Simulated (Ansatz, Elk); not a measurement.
# Bonding as seen by X-rays: FeCu2

The structure of FeCu2 used here is made up (a known structure type with other elements) and was relaxed beforehand with PBE. The aim is the Fourier transform of its all-electron density, F(hkl), set beside the sum over free spherical atoms that refinements use.

Method: DFT, PBE, all-electron APW+lo, Dirac cores, scalar-relativistic bands, static density, ferromagnetic start, in Elk 11.2.3 (patched build).

The structure was built from a prototype and need not be the compound's stable phase.

### Step 1. Starting point

Symmetry: I4/mmm, No. 139, tetragonal system. Conventional cell: a = 2.540 Å, b = 2.540 Å, c = 11.101 Å, α = 90.00°, β = 90.00°, γ = 90.00°. Nearest to Cu lie 8 Cu at 2.54 to 2.58 Å and 4 Fe at 2.58 Å. Nearest to Fe lie 4 Fe at 2.54 Å and 8 Cu at 2.58 Å. Farther neighbours are not listed.

### Step 2. Ground state and structure factors

An all-electron density is needed, since X-rays see the cores too. Task 0 finds the density and task 195 Fourier-transforms it; tshift is off so that phases refer to the origin typed.

The input, elk.in:

```
tasks
  0
  195
  196

xctype
  20

spinpol
  .true.

rgkmax
  7.0

gmaxvr
  14.0

lmaxo
  7

lmaxapw
  8

swidth
  0.002

tshift
  .false.

ramdisk
  .false.

hmaxvr
  5.5

maxscl
  120

epspot
  1e-06

reducebf
  0.8

sppath
  './'

avec
  -2.39962118204 2.39962118204 10.48855108514
  2.39962118204 -2.39962118204 10.48855108514
  2.39962118204 2.39962118204 -10.48855108514

atoms
  2
  'Cu.in'
  2
  0.6666936596 0.6666936596 -0.0000000000   0.000000 0.000000 0.000000
  0.3333063404 0.3333063404 -0.0000000000   0.000000 0.000000 0.000000
  'Fe.in'
  1
  -0.0000000000 -0.0000000000 0.0000000000   0.000000 0.000000 -0.130000

ngridk
  10 10 10
```

Command:

```
OMP_NUM_THREADS=4 elk
```

Numbers of over 12 decimals in the logs are rounded to 6 here.

The log of the run:

```text
┌─────────────────────────┐
│ Elk code version 11.2.3 │
└─────────────────────────┘

All units are atomic (Hartree, Bohr, etc.)

┌─────────────────────────────────────────────────┐
│ Ground-state run starting from atomic densities │
└─────────────────────────────────────────────────┘

Lattice vectors :
  -2.399621182       2.399621182       10.48855109
   2.399621182      -2.399621182       10.48855109
   2.399621182       2.399621182      -10.48855109

Reciprocal lattice vectors :
 -0.1969665922E-16   1.309203585      0.2995258952
   1.309203585     -0.1969665922E-16  0.2995258952
   1.309203585       1.309203585     -0.9136434702E-17

Unit cell volume      :    241.5799366
Brillouin zone volume :    1.026783171

Muffin-tin inner radius fraction :   0.1000000000E-01

Nuclei treated as point charges

Species : 1 (Cu)
 parameters loaded from : Cu.in
 name : copper
 nuclear charge    :   -29.00000000
 electronic charge :    29.00000000
 atomic mass :    115837.2717
 muffin-tin radius :    2.374621182
 number of radial points in muffin-tin :    993
 inner part over the whole radius :   0.9924091069E-02
 number on inner part of muffin-tin    :    701
 approximate nuclear radius :   0.7406004541E-04
 number of mesh points to nuclear radius :    336
 atomic positions (lattice), magnetic fields (Cartesian) :
  1 :  -0.33330634 -0.33330634  0.00000000    0.00000000  0.00000000  0.00000000
  2 :   0.33330634  0.33330634  0.00000000    0.00000000  0.00000000  0.00000000

Species : 2 (Fe)
 parameters loaded from : Fe.in
 name : iron
 nuclear charge    :   -26.00000000
 electronic charge :    26.00000000
 atomic mass :    101799.2075
 muffin-tin radius :    2.374621182
 number of radial points in muffin-tin :    993
 inner part over the whole radius :   0.9927356859E-02
 number on inner part of muffin-tin    :    700
 approximate nuclear radius :   0.7160107270E-04
 number of mesh points to nuclear radius :    332
 atomic positions (lattice), magnetic fields (Cartesian) :
  1 :   0.00000000  0.00000000  0.00000000    0.00000000  0.00000000 -0.13000000

Total number of atoms per unit cell :    3
Total muffin-tin volume :    168.2646461
 ratio of muffin-tin to unit cell volume :   0.6965174694

Spin treatment :
 spin-polarised
 global magnetic field (Cartesian) :    0.000000000       0.000000000       0.000000000
 collinear magnetisation in z-direction

Number of Bravais lattice symmetries :   16
Number of crystal symmetries         :   16
Crystal has inversion symmetry
Real symmetric eigensolver will be used

k-point grid :     10    10    10
k-point offset :    0.000000000       0.000000000       0.000000000
k-point set is reduced with full crystal symmetry group
Total number of k-points :      102

Muffin-tin radius times maximum |G+k| :    7.000000000
 using average radius
Maximum |G+k| for APW functions       :    2.947838608
Maximum (1/2)|G+k|²                   :    4.344876230
Maximum |G| for potential and density :    14.00000000
Constant for pseudocharge density :    8
 order of it for each species :   15  15
 order of it for pair densities of each species (exact exchange by exxq0 0: 16) :   10  10
Radial integration step length :    1

G-vector grid sizes :     50    50    50
Number of G-vectors :    11199

Maximum angular momentum used for
 APW functions            :    8
 outer part of muffin-tin :    7
 inner part of muffin-tin :    2

Total nuclear charge    :   -84.00000000
Total core charge       :    34.00000000
Total valence charge    :    50.00000000
Total excess charge     :    0.000000000
Total electronic charge :    84.00000000

Effective Wigner radius, rₛ :   0.8821944526

Number of empty states         :     36
Total number of valence states :    124
Total number of core states    :     34

Third-order local-orbitals added for an l without core states : T
Total number of local-orbitals :     67

Exchange-correlation functional :     20     0     0
 Perdew-Burke-Ernzerhof, Phys. Rev. Lett. 77, 3865 (1996)
[...]
atom 2                    :   0.3063074276
  species : 2 (Fe)
   atom 1                    :   0.9429054163
 total in muffin-tins        :    1.555520272
 total moment                :    1.507847372

RMS change in Kohn-Sham potential (target) :    3.032471797     (  0.1000000000E-05)
Absolute change in total energy (target)   :    2.685448653     (  0.1000000000E-03)

[... loops 3 to 21 left out ...]

┌──────────────────┐
│ Loop number : 22 │
└──────────────────┘

Energies :
 Fermi                       :     0.261919
 sum of occupied eigenvalues :     -2632.6125989132
 electron kinetic            :      4656.7922996907
 core electron kinetic       :      4147.2009998425
 Coulomb                     :     -9048.4186469915
 Coulomb potential           :     -7040.9870273159
 nuclear-nuclear             :     -787.05051670393
 electron-nuclear            :     -9511.9761832505
 Hartree                     :      1250.6080529629
 Madelung                    :     -5527.9251333336
 xc potential                :     -248.27886273851
 xc effective B-field        :    -0.139000
 external B-field            :      0.000000
 exchange                    :     -187.21298186042
 correlation                 :     -4.004780
 electron entropic           :    -0.61098105847842E-03
 total energy                :     -4582.8447206252
 (external B-field energy excluded from total)

Density of states at Fermi energy :    45.88347767
 (states/Hartree/unit cell)

Estimated indirect band gap :   0.1930375424E-03
 from k-point 46 to k-point 44
Estimated direct band gap   :   0.1138085165E-02
 at k-point 50

Charges :
 core                        :    34.00000000
 valence                     :    50.00000000
 interstitial                :    2.452207278
 muffin-tins (core leakage)
  species : 1 (Cu)
[...]
species : 2 (Fe)
[...]
total in muffin-tins        :    81.54779272
 total calculated charge     :    83.99889353
 total charge                :    84.00000000
 error                       :   0.1106469614E-02

Moments :
 interstitial                :  -0.4549234251E-01
 muffin-tins
  species : 1 (Cu)
[...]
species : 2 (Fe)
[...]
total in muffin-tins        :    2.668865810
 total moment                :    2.623373468

RMS change in Kohn-Sham potential (target) :   0.6706401370E-06 (  0.1000000000E-05)
Absolute change in total energy (target)   :   0.5792742741E-05 (  0.1000000000E-03)

Convergence targets achieved

┌──────────────────┐
│ Loop number : 23 │
└──────────────────┘

Energies :
 Fermi                       :     0.261918
 sum of occupied eigenvalues :     -2632.6126164276
 electron kinetic            :      4656.7922745210
 core electron kinetic       :      4147.2009877100
 Coulomb                     :     -9048.4186366797
 Coulomb potential           :     -7040.9870318788
 nuclear-nuclear             :     -787.05051670393
 electron-nuclear            :     -9511.9761620126
 Hartree                     :      1250.6080420368
 Madelung                    :     -5527.9251207403
 xc potential                :     -248.27885750458
 xc effective B-field        :    -0.138994
 external B-field            :      0.000000
 exchange                    :     -187.21297772703
 correlation                 :     -4.004781
 electron entropic           :    -0.61097252397008E-03
 total energy                :     -4582.8447316690
 (external B-field energy excluded from total)

Density of states at Fermi energy :    45.88302083
 (states/Hartree/unit cell)

Estimated indirect band gap :   0.1907902915E-03
 from k-point 46 to k-point 44
Estimated direct band gap   :   0.1132468862E-02
 at k-point 50

Charges :
 core                        :    34.00000000
 valence                     :    50.00000000
 interstitial                :    2.452206752
 muffin-tins (core leakage)
  species : 1 (Cu)
   atom 1                    :    28.28090585     (  0.1824438567E-03)
   atom 2                    :    28.28090585     (  0.1824438567E-03)
  species : 2 (Fe)
   atom 1                    :    24.98598154     ( -0.2251975033E-06)
 total in muffin-tins        :    81.54779325
 total calculated charge     :    83.99889353
 total charge                :    84.00000000
 error                       :   0.1106468613E-02

Moments :
 interstitial                :  -0.4549226016E-01
 muffin-tins
  species : 1 (Cu)
   atom 1                    :   0.2403972542E-01
   atom 2                    :   0.2403972542E-01
  species : 2 (Fe)
   atom 1                    :    2.620732480
 total in muffin-tins        :    2.668811930
 total moment                :    2.623319670

┌──────────────────────────────┐
│ Self-consistent loop stopped │
└──────────────────────────────┘

Warning : core states of species 1 leak from the muffin-tin :   0.1824438567E-03

Wrote STATE.OUT
```

The job ended after 5.6 min (4 threads of Intel Xeon Platinum 8488C (Sapphire Rapids), shared host; peak memory 0.42 GiB).

SFACRHO.OUT:

```text

h k l indices transformed by vhmat matrix:
   1.000000000       0.000000000       0.000000000    
   0.000000000       1.000000000       0.000000000    
   0.000000000       0.000000000       1.000000000    

      h      k      l  multipl.   |H|            Re(F)            Im(F)           |F|

      0      0      0      1   0.0000000       84.000000      0.55976272E-17   84.000000    
     -1     -1      1      2  0.59905179      -3.1183673      0.82446571E-17   3.1183673    
     -2     -2      2      2   1.1981036      -3.1833445      0.10394253E-16   3.1833445    
     -1      0      0      8   1.3430301      -3.2327488      0.27851126E-16   3.2327488    
     -1     -2      2      8   1.5879093       62.098369     -0.19308709E-13   62.098369    
     -3     -3      3      2   1.7971554       58.867215     -0.36666728E-13   58.867215    
      1     -1      0      4   1.8514935       57.925022      0.11505886E-14   57.925022    
      2      0     -1      8   1.9459936      -3.0298871     -0.76850097E-17   3.0298871    
     -3     -2      3      8   1.9891978      -2.9585286      0.16760081E-13   2.9585286    
     -2     -2      1      8   2.2053300      -2.8417531      0.18850014E-16   2.8417531    
      4      4     -4      2   2.3962072      -2.7551795     -0.72733832E-17   2.7551795    
      3      4     -4      8   2.4718589      -2.6511915     -0.15096411E-13   2.6511915    
     -2     -4      3      8   2.5802704       47.749458     -0.29900633E-13   47.749458    
     -1      1      1      4   2.6184072       47.264810     -0.95188671E-15   47.264810    
      2      0     -2      8   2.6860602      -2.5948345     -0.10600851E-17   2.5948345    
     -3     -1      1      8   2.8794979      -2.4446469     -0.75713543E-17   2.4446469    
     -1      0      2     16   2.9427514      -2.4719617     -0.34370091E-16   2.4719617    
      5      5     -5      2   2.9952590      -2.3502954     -0.26823874E-13   2.3502954
```

Elk indexes on the primitive cell of elk.in and gives |H| = 4π sin θ/λ in inverse bohr. Below, one row stands for each form hkl of the conventional cell (m members, Friedel mates merged), F is for one primitive cell and the density is static (no thermal factor). Free-atom factors are Waasmaier and Kirfel's, and R is Σm||F|−|F'||/Σm|F|.

```
   hkl   m  sin θ/λ (Å⁻¹)  abs F, DFT  neutral atoms   diff.
   002   2          0.090       3.118          3.379  -0.261
   004   2          0.180       3.183          3.497  -0.313
   101   8          0.202       3.233          3.478  -0.245
   103   8          0.239      62.098         62.952  -0.854
   006   2          0.270      58.867         59.601  -0.734
   110   4          0.278      57.925         58.739  -0.815
   112   8          0.293       3.030          3.177  -0.147
   105   8          0.299       2.958          3.166  -0.207
   114   8          0.332       2.842          2.966  -0.124
   008   2          0.360       2.755          2.894  -0.139
   107   8          0.372       2.651          2.762  -0.111
   116   8          0.388      47.749         47.924  -0.175
   200   4          0.394      47.265         47.409  -0.144
   202   8          0.404       2.595          2.654  -0.059
   204   8          0.433       2.445          2.490  -0.045
   211  16          0.443       2.472          2.459  +0.013
0 0 10   2          0.450       2.350          2.383  -0.033
   109   8          0.451      42.632         42.611  +0.021
   118   8          0.455       2.431          2.439  -0.009
   213  16          0.461      41.827         41.842  -0.015
   206   8          0.478      40.593         40.549  +0.044
   215  16          0.494       2.274          2.248  +0.026
```

### Step 3. The magnetisation density

The same run holds the spin density, and task 196 transforms it. The order is that of the start, and no other was tried.

SFACMAG_1.OUT:

```text

h k l indices transformed by vhmat matrix:
   1.000000000       0.000000000       0.000000000    
   0.000000000       1.000000000       0.000000000    
   0.000000000       0.000000000       1.000000000    

      h      k      l  multipl.   |H|            Re(F)            Im(F)           |F|

      0      0      0      1   0.0000000       2.6233198     -0.71515815E-18   2.6233198    
     -1     -1      1      2  0.59905179       2.3502683      0.53281682E-16   2.3502683    
     -2     -2      2      2   1.1981036       1.9389460     -0.14558907E-16   1.9389460    
     -1      0      0      8   1.3430301       1.8636740      0.69284305E-18   1.8636740    
     -1     -2      2      8   1.5879093       1.7573073     -0.65902906E-16   1.7573073    
     -3     -3      3      2   1.7971554       1.4663804     -0.10651260E-15   1.4663804    
      1     -1      0      4   1.8514935       1.5439849      0.13195427E-17   1.5439849    
      2      0     -1      8   1.9459936       1.2746322     -0.14964235E-16   1.2746322    
     -3     -2      3      8   1.9891978       1.1616087      0.49362611E-16   1.1616087    
     -2     -2      1      8   2.2053300       1.0299148      0.28994705E-17   1.0299148    
      4      4     -4      2   2.3962072      0.82947436      0.85989193E-18  0.82947436    
      3      4     -4      8   2.4718589      0.79553098     -0.26038590E-16  0.79553098    
     -2     -4      3      8   2.5802704      0.87235324     -0.58020907E-16  0.87235324    
     -1      1      1      4   2.6184072      0.83788882     -0.18937645E-17  0.83788882    
      2      0     -2      8   2.6860602      0.69051106     -0.65864597E-18  0.69051106    
     -3     -1      1      8   2.8794979      0.56968456     -0.24424497E-17  0.56968456
```

The total moment is 2.62 μB a cell; sphere moments: Cu1 +0.02, Cu2 +0.02, Fe3 +2.62 μB. Polarised neutrons measure spin and orbital magnetisation together; without spin-orbit coupling the run gives the spin part. With nearly all of the moment on one atom, abs F_M/F_M(0) is close to a form factor, set here beside ⟨j0⟩ of the free Fe2+ ion, taken for comparison since the valence isn't defined:

```
hkl  sin θ/λ (Å⁻¹)  abs F_M (μB)  F_M/F_M(0)   ⟨j0⟩
002          0.090         2.350       0.896  0.922
004          0.180         1.939       0.739  0.731
101          0.202         1.864       0.710  0.678
103          0.239         1.757       0.670  0.589
006          0.270         1.466       0.559  0.516
110          0.278         1.544       0.589  0.498
112          0.293         1.275       0.486  0.466
105          0.299         1.162       0.443  0.453
114          0.332         1.030       0.393  0.387
008          0.360         0.830       0.316  0.334
107          0.372         0.795       0.303  0.315
116          0.388         0.872       0.333  0.288
200          0.394         0.838       0.319  0.279
202          0.404         0.691       0.263  0.264
```

### Step 4. The highest occupied states alone

An energy window below the Fermi level keeps the highest occupied states, to see at which angles they scatter; shallow core shells can lie inside it and anion s states outside. No new self-consistency is needed.

elk.in, as its differences from that of step 2:

```diff
@@ -1,5 +1,3 @@
 tasks
-  0
   195
-  196
 
@@ -44,2 +42,5 @@
 
+wsfac
+  -0.289320 0.561920
+
 sppath
```

Command:

```
OMP_NUM_THREADS=4 elk
```

The log of the run:

```text
┌─────────────────────────────────┐
│ Elk code version 11.2.3 started │
└─────────────────────────────────┘

Info(readinput): the functional depends on the density's gradient
 muffin-tin radial points multiplied by    2.00000
 (not where nrmtscf is given)

┌────────────────────┐
│ Current task : 195 │
└────────────────────┘
Info(checkmt): changed muffin-tin radius of species 1 (Cu) from   2.4000 to   2.3746
Info(checkmt): changed muffin-tin radius of species 2 (Fe) from   2.4000 to   2.3746

Info(sfacrho): density structure factors written to SFACRHO.OUT

 Energy window :  -0.2893200000      0.5619200000

┌──────────────────┐
│ Elk code stopped │
└──────────────────┘
```

Run time: 4.9 s. Hardware: 4 threads; peak memory 0.19 GiB; 14 s of CPU time.

States within 15 eV below the Fermi level hold 30.00 electrons; any levels below the window count with the cores. Their amplitudes can exceed the total, where window and core parts have opposite phase:

```
hkl  sin θ/λ (Å⁻¹)  abs F, window  abs F, all
002          0.090          3.002       3.118
004          0.180          2.846       3.183
101          0.202          2.804       3.233
103          0.239         14.858      62.098
006          0.270         13.211      58.867
110          0.278         12.688      57.925
112          0.293          2.288       3.030
105          0.299          2.181       2.958
114          0.332          2.026       2.842
008          0.360          1.812       2.755
```

(Continued in part 2 of 2.)

[Logs are printed without paths, hosts, clocks, repeated set-up lines and the standing remarks that a program may print on its own settings, such as how far it seeks lower states.]

[Hosts, paths, dates, database ids (printed as entryN), source tags and the programs' standing remarks are cut or masked in the printed files.]
